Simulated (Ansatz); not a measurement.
# Meshes and cutoff for the phonons of LiBe6Si (built on the sites of a database entry of LiCa6Ge), part 3 of 3

Aim: how dense must the meshes and how high the cutoff be for the phonons of LiBe6Si (built on the sites of a database entry of LiCa6Ge)?

Ansatz 0.2.0; DFT LDA, scalar-relativistic, plane waves, PAW.

So far. Step 9 (Another k mesh, q mesh 2×2×2): The highest optical mode at the zone centre (no LO-TO term) is 632.1 cm⁻¹, +0.0 cm⁻¹ against the base run. Step 10 (Another k mesh, k-mesh 18×18×18, q mesh 2×2×2): The highest optical mode at the zone centre (no LO-TO term) is 633.0 cm⁻¹, +0.9 cm⁻¹ against the base run. The relaxed cell has a = 6.602 Å (conventional setting).

The structure was built from a prototype and need not be the compound's stable phase.

## (15) Another cutoff, cutoff 360 eV, q mesh 2×2×2

The cutoff is set to 360 eV on a small fixed q mesh.

The input, input.yaml:

```yaml
crystal:
  lattice:
    - [0.0, 3.3011547307, 3.3011547307]
    - [3.3011547307, 0.0, 3.3011547307]
    - [3.3011547307, 3.3011547307, 0.0]
  atoms:
    - { symbol: Li, position: [0.5, 0.5, 0.5] }
    - { symbol: Be, position: [0.5, 0.0, 0.0] }
    - { symbol: Be, position: [0.5, 0.5, 0.0] }
    - { symbol: Be, position: [0.0, 0.5, 0.5] }
    - { symbol: Be, position: [0.0, 0.0, 0.5] }
    - { symbol: Be, position: [0.0, 0.5, 0.0] }
    - { symbol: Be, position: [0.5, 0.0, 0.5] }
    - { symbol: Si, position: [0.0, 0.0, 0.0] }
kpoints:
  mp_grid: { grid: [12, 12, 12] }
hamiltonian:
  xc: lda
scf:
  occupations: { method: methfessel_paxton, width: 0.2 }
output:
  eigenvalues: true
phonons:
  method: dfpt
  qmesh: [2, 2, 2]
  temperatures: { t_max: 1000, t_step: 50 }
  qpath:
    path:
      - [[0.0, 0.0, 0.0], [0.5, 0.0, 0.5], [0.625, 0.25, 0.625]]
      - [[0.375, 0.375, 0.75], [0.0, 0.0, 0.0], [0.5, 0.5, 0.5], [0.5, 0.25, 0.75], [0.5, 0.0, 0.5]]
    npoints: 10
basis:
  ecutwfc: 360
```

Started as:

```console
> ansatz run input.yaml --threads 4 --pin off --max-ram 14336MiB --backend cpu --events-out ev --progress --plain --runs-dir out
```

Numbers of over 12 decimals in the logs are rounded to 6 here.

Log:

```text
[...]
Crystal: 8 atoms, lattice volume = 71.949 Å³
Basis set: ecut = 360 eV, 1139 PW (Γ), exchange–correlation on 60×60×60 points (8 copies of the dense FFT grid, shifted against one another)
Bands: 18, of which v1, the nominal top of the filled ones, is band 10 counted from 1 (9 counted from 0)
Symmetry: 48 space group operations
k-points: 72 of 1728
[...]
k-point 2: bands = [... 6 lower, 5.5311, 5.7388, 5.7388, 7.0097, 7.7537, 7.7537, 8.8481, 11.2819, ... 4 higher]
  k-point 71: bands = [... 6 lower, 5.1939, 5.1939, 5.8277, 8.8847, 10.0541, 10.0541, 10.1286, 12.5870, ... 4 higher]
[...]
ASR residual: 7.918e-6 → 0.000e0 eV/Å²; symmetrization residual: 1.880e-7 eV/Å²
[...]
--- Phonons (arbitrary-q DFPT): 3 irreducible q on the 2×2×2 mesh ---
[...]
interpolated dispersion: 62 rows × 24 modes
[...]
[key lines of the parts left out:]
SCF converged after 8 iterations
Free energy (F): -1337.495040 eV
Fermi energy:    8.111904 eV
```

Elapsed: 2.9 min, on 4 threads of Arm Neoverse V1, shared host; peak memory 2.2 GiB.

Frequencies (cm⁻¹) solved at each irreducible wavevector; negative means imaginary. Frequencies by wavevector, by row:

| q in reciprocal lattice units | star | mode 1 | mode 2 | mode 3 | mode 4 | mode 22 | mode 23 | mode 24 |
| --- | --- | --- | --- | --- | --- | --- | --- | --- |
| 0 0 0 | 1 | 0 | 0 | 0 | 242.3 | 632.1 | 632.1 | 632.1 |
| 0 0 -0.5 | 4 | 158.3 | 158.3 | 162.1 | 162.1 | 525.7 | 617.9 | 617.9 |
| 0 -0.5 -0.5 | 3 | 167.1 | 179.4 | 179.4 | 250.5 | 524.1 | 598.4 | 598.4 |

The highest optical mode at the zone centre (no LO-TO term) is 632.1 cm⁻¹, +0.0 cm⁻¹ against the base run.

## (16) Another cutoff, cutoff 550 eV, q mesh 2×2×2

The cutoff is set to 550 eV on a small fixed q mesh.

input.yaml: that of step 15 with these lines changed.

```diff
@@ -32,2 +32,2 @@
 basis:
-  ecutwfc: 360
+  ecutwfc: 550
```

Log:

```text
[...]
Crystal: 8 atoms, lattice volume = 71.949 Å³
Basis set: ecut = 550 eV, 2085 PW (Γ), exchange–correlation on 72×72×72 points (8 copies of the dense FFT grid, shifted against one another)
Bands: 18, of which v1, the nominal top of the filled ones, is band 10 counted from 1 (9 counted from 0)
Symmetry: 48 space group operations
k-points: 72 of 1728
[...]
k-point 2: bands = [... 6 lower, 5.5308, 5.7382, 5.7382, 7.0093, 7.7532, 7.7532, 8.8478, 11.2812, ... 4 higher]
  k-point 71: bands = [... 6 lower, 5.1934, 5.1934, 5.8273, 8.8842, 10.0534, 10.0534, 10.1280, 12.5864, ... 4 higher]
[...]
ASR residual: 7.982e-6 → 0.000e0 eV/Å²; symmetrization residual: 2.436e-7 eV/Å²
[...]
--- Phonons (arbitrary-q DFPT): 3 irreducible q on the 2×2×2 mesh ---
[...]
interpolated dispersion: 62 rows × 24 modes
[...]
[key lines of the parts left out:]
SCF converged after 8 iterations
Free energy (F): -1337.505396 eV
Fermi energy:    8.111349 eV
```

It took 5 min on 4 threads; peak memory 3.3 GiB.

Frequencies (cm⁻¹) solved at each irreducible wavevector; negative means imaginary. Frequencies by wavevector, by row:

| q in reciprocal lattice units | star | mode 1 | mode 2 | mode 3 | mode 4 | mode 22 | mode 23 | mode 24 |
| --- | --- | --- | --- | --- | --- | --- | --- | --- |
| 0 0 0 | 1 | 0 | 0 | 0 | 242.1 | 632 | 632 | 632 |
| 0 0 -0.5 | 4 | 158.2 | 158.2 | 161.9 | 161.9 | 525.6 | 617.8 | 617.8 |
| 0 -0.5 -0.5 | 3 | 167 | 179 | 179 | 250.5 | 524 | 598.3 | 598.3 |

The highest optical mode at the zone centre (no LO-TO term) is 632.0 cm⁻¹, -0.1 cm⁻¹ against the base run.

## (17) The ladder

Times are for 4 threads of Arm Neoverse V1, shared host. The series side by side:

| no. | run | zero point energy (eV/cell) | mean frequency (cm⁻¹) | Debye temperature (second moment) (K) | logarithmic mean frequency (cm⁻¹) | lowest mode on the q mesh (acoustic modes at Γ apart) (cm⁻¹) | time | memory (GiB) |
| --- | --- | --- | --- | --- | --- | --- | --- | --- |
| 1 | dispersion | 0.5544 | 372.6 | 733 | 345.9 | 90.88 | 26 min | 4.7 |
| 2 | q series | 0.5554 | 373.3 | 734 | 346 | 158.3 | 3.7 min | 2.5 |
| 3 | q series | 0.5551 | 373.1 | 733 | 347.3 | 115.8 | 11 min | 4.7 |
| 4 | cut series | 0.5556 | 373.5 | 734 | 346.2 | 158.3 | 2.9 min | 2.2 |
| 5 | cut series | 0.5553 | 373.2 | 734 | 346 | 158.2 | 5 min | 3.3 |

The phonon density of states has structure finer than the step of the table below, so its rows give means over 20 cm⁻¹, whole bins alone (the curve runs from 2.5 to 632 cm⁻¹). Peaks (cm⁻¹: height): dispersion 372.5: 0.109, 392.5: 0.133, 422.5: 0.107, 492.5: 0.155; q series (2) 287.5: 0.0889, 382.5: 0.166, 422.5: 0.137, 477.5: 0.0956; q series (3) 382.5: 0.142, 412.5: 0.120, 427.5: 0.122, 492.5: 0.186; cut series (4) 287.5: 0.0893, 382.5: 0.162, 422.5: 0.135, 477.5: 0.0977; cut series (5) 287.5: 0.0888, 382.5: 0.167, 422.5: 0.137, 477.5: 0.0948.

The runs together. Table of phonon density of states by wavenumber; means over each step; values in 1/cm⁻¹/cell:

| wavenumber (cm⁻¹) | dispersion | q series (2) | q series (3) | cut series (4) | cut series (5) |
| --- | --- | --- | --- | --- | --- |
| 20 | 3.9e-4 | 4.0e-4 | 2.1e-4 | 4.0e-4 | 4.0e-4 |
| 40 | 0.00131 | 0.00180 | 9.1e-4 | 0.00180 | 0.00181 |
| 60 | 0.00248 | 0.00386 | 0.00211 | 0.00384 | 0.00386 |
| 80 | 0.00392 | 0.00643 | 0.00383 | 0.00641 | 0.00643 |
| 100 | 0.00617 | 0.00976 | 0.00624 | 0.00972 | 0.00977 |
| 120 | 0.0146 | 0.0145 | 0.00997 | 0.0144 | 0.0145 |
| 140 | 0.0315 | 0.0202 | 0.0188 | 0.0201 | 0.0202 |
| 160 | 0.0334 | 0.0294 | 0.0493 | 0.0292 | 0.0294 |
| 180 | 0.0148 | 0.0227 | 0.0134 | 0.0229 | 0.0226 |
| 200 | 0.0314 | 0.0300 | 0.0245 | 0.0298 | 0.0300 |
| 220 | 0.0451 | 0.0445 | 0.0605 | 0.0443 | 0.0445 |
| 240 | 0.0469 | 0.0407 | 0.0479 | 0.0406 | 0.0407 |
| 260 | 0.0576 | 0.0523 | 0.0524 | 0.0527 | 0.0524 |
| 280 | 0.0589 | 0.0589 | 0.0573 | 0.0587 | 0.0589 |
| 300 | 0.0407 | 0.0545 | 0.0437 | 0.0549 | 0.0544 |
| 320 | 0.0392 | 0.0437 | 0.0418 | 0.0437 | 0.0437 |
| 340 | 0.0457 | 0.0395 | 0.0478 | 0.0395 | 0.0396 |
| 360 | 0.0549 | 0.0376 | 0.0498 | 0.0375 | 0.0376 |
| 380 | 0.100 | 0.111 | 0.101 | 0.111 | 0.111 |
| 400 | 0.0928 | 0.0954 | 0.0912 | 0.0961 | 0.0952 |
| 420 | 0.0939 | 0.0976 | 0.100 | 0.0961 | 0.0978 |
| 440 | 0.0775 | 0.0768 | 0.0637 | 0.0776 | 0.0766 |
| 460 | 0.0423 | 0.0476 | 0.0468 | 0.0475 | 0.0477 |
| 480 | 0.0628 | 0.0736 | 0.0618 | 0.0731 | 0.0736 |
| 500 | 0.0507 | 0.0364 | 0.0543 | 0.0378 | 0.0362 |
| 520 | 0.00123 | 0.00139 | 0.00122 | 0.00157 | 0.00137 |
| 540 | 0.0115 | 0.0132 | 0.0108 | 0.0132 | 0.0133 |
| 560 | 0.0244 | 0.0234 | 0.0251 | 0.0234 | 0.0234 |
| 580 | 0.0192 | 0.0199 | 0.0193 | 0.0198 | 0.0199 |
| 600 | 0.0514 | 0.0477 | 0.0512 | 0.0476 | 0.0478 |
| 620 | 0.0415 | 0.0436 | 0.0416 | 0.0437 | 0.0434 |

The runs together, line C_V. The C_V by temperature; values in J/mol-atom/K:

| temperature (K) | dispersion | q series (2) | q series (3) | cut series (4) | cut series (5) |
| --- | --- | --- | --- | --- | --- |
| 0 | 0 | 0 | 0 | 0 | 0 |
| 50 | 0.989 | 1.02 | 0.924 | 1.01 | 1.02 |
| 100 | 5.25 | 5.21 | 5.21 | 5.21 | 5.21 |
| 150 | 10.3 | 10.3 | 10.3 | 10.3 | 10.3 |
| 200 | 14.3 | 14.3 | 14.3 | 14.3 | 14.3 |
| 250 | 17.1 | 17.1 | 17.1 | 17.1 | 17.1 |
| 300 | 19.0 | 19.0 | 19.0 | 19.0 | 19.0 |
| 350 | 20.3 | 20.3 | 20.3 | 20.3 | 20.3 |
| 400 | 21.3 | 21.3 | 21.3 | 21.3 | 21.3 |
| 450 | 22.0 | 22.0 | 22.0 | 22.0 | 22.0 |
| 500 | 22.5 | 22.5 | 22.5 | 22.5 | 22.5 |
| 550 | 22.9 | 22.9 | 22.9 | 22.9 | 22.9 |
| 600 | 23.2 | 23.2 | 23.2 | 23.2 | 23.2 |
| 650 | 23.4 | 23.4 | 23.4 | 23.4 | 23.4 |
| 700 | 23.6 | 23.6 | 23.6 | 23.6 | 23.6 |
| 750 | 23.8 | 23.8 | 23.8 | 23.8 | 23.8 |
| 800 | 23.9 | 23.9 | 23.9 | 23.9 | 23.9 |
| 850 | 24.0 | 24.0 | 24.0 | 24.0 | 24.0 |
| 900 | 24.1 | 24.1 | 24.1 | 24.1 | 24.1 |
| 950 | 24.2 | 24.2 | 24.2 | 24.2 | 24.2 |
| 1000 | 24.3 | 24.3 | 24.3 | 24.3 | 24.3 |

## (18) What came out

```
mean frequency, q mesh 2×2×2                                             : 373 cm⁻¹
mean frequency, q mesh 3×3×3                                             : 373 cm⁻¹
highest optical mode at the zone centre (no LO-TO term), k-mesh 4×4×4    : 640 cm⁻¹
highest optical mode at the zone centre (no LO-TO term), k-mesh 6×6×6    : 632 cm⁻¹
highest optical mode at the zone centre (no LO-TO term), k-mesh 8×8×8    : 635 cm⁻¹
highest optical mode at the zone centre (no LO-TO term), k-mesh 12×12×12 : 632 cm⁻¹
highest optical mode at the zone centre (no LO-TO term), k-mesh 18×18×18 : 633 cm⁻¹
highest optical mode at the zone centre (no LO-TO term), cutoff 170 eV   : 642 cm⁻¹
highest optical mode at the zone centre (no LO-TO term), cutoff 230 eV   : 626 cm⁻¹
highest optical mode at the zone centre (no LO-TO term), cutoff 290 eV   : 635 cm⁻¹
highest optical mode at the zone centre (no LO-TO term), cutoff 360 eV   : 632 cm⁻¹
highest optical mode at the zone centre (no LO-TO term), cutoff 550 eV   : 632 cm⁻¹
```

What this shows: Over the whole q mesh series, coarse runs included, the mean frequency runs from 372.6 to 373.3 cm⁻¹; from 2×2×2 on it stays within 0.7 cm⁻¹ of the finest run (4×4×4), against a tolerance of 3.7. Over the whole k mesh series, coarse runs included, the lowest mode on the q mesh (acoustic modes at Γ apart) runs from 109.5 to 158.3 cm⁻¹; from 12×12×12 on all solved modes stay within 6.3 cm⁻¹ of the finest run (18×18×18), against a tolerance of 6.3. Over the whole cutoff series, coarse runs included, the lowest mode on the q mesh (acoustic modes at Γ apart) runs from 140.9 to 159.2 cm⁻¹; from 230 eV on all solved modes stay within 6.2 cm⁻¹ of the finest run (550 eV), against a tolerance of 6.3. All runs share the cell relaxed at the base settings, which is not exactly at rest under another k mesh or cutoff. With no gap, or one that is small against the smearing, the frequencies hang on the k mesh and the smearing, most of all near Kohn anomalies. The phonon runs are without spin polarisation, although the cell has an odd electron count. The starting cell was built on a prototype and not taken from a measurement, so the phase need not exist. These are harmonic frequencies at zero temperature: anharmonic shifts, linewidths and thermal expansion are left out.

[Logs are printed without paths, hosts, clocks, repeated set-up lines and the standing remarks that a program may print on its own settings, such as how far it seeks lower states.]

[Hosts, paths, dates, database ids (printed as entryN), source tags and the programs' standing remarks are cut or masked in the printed files.]
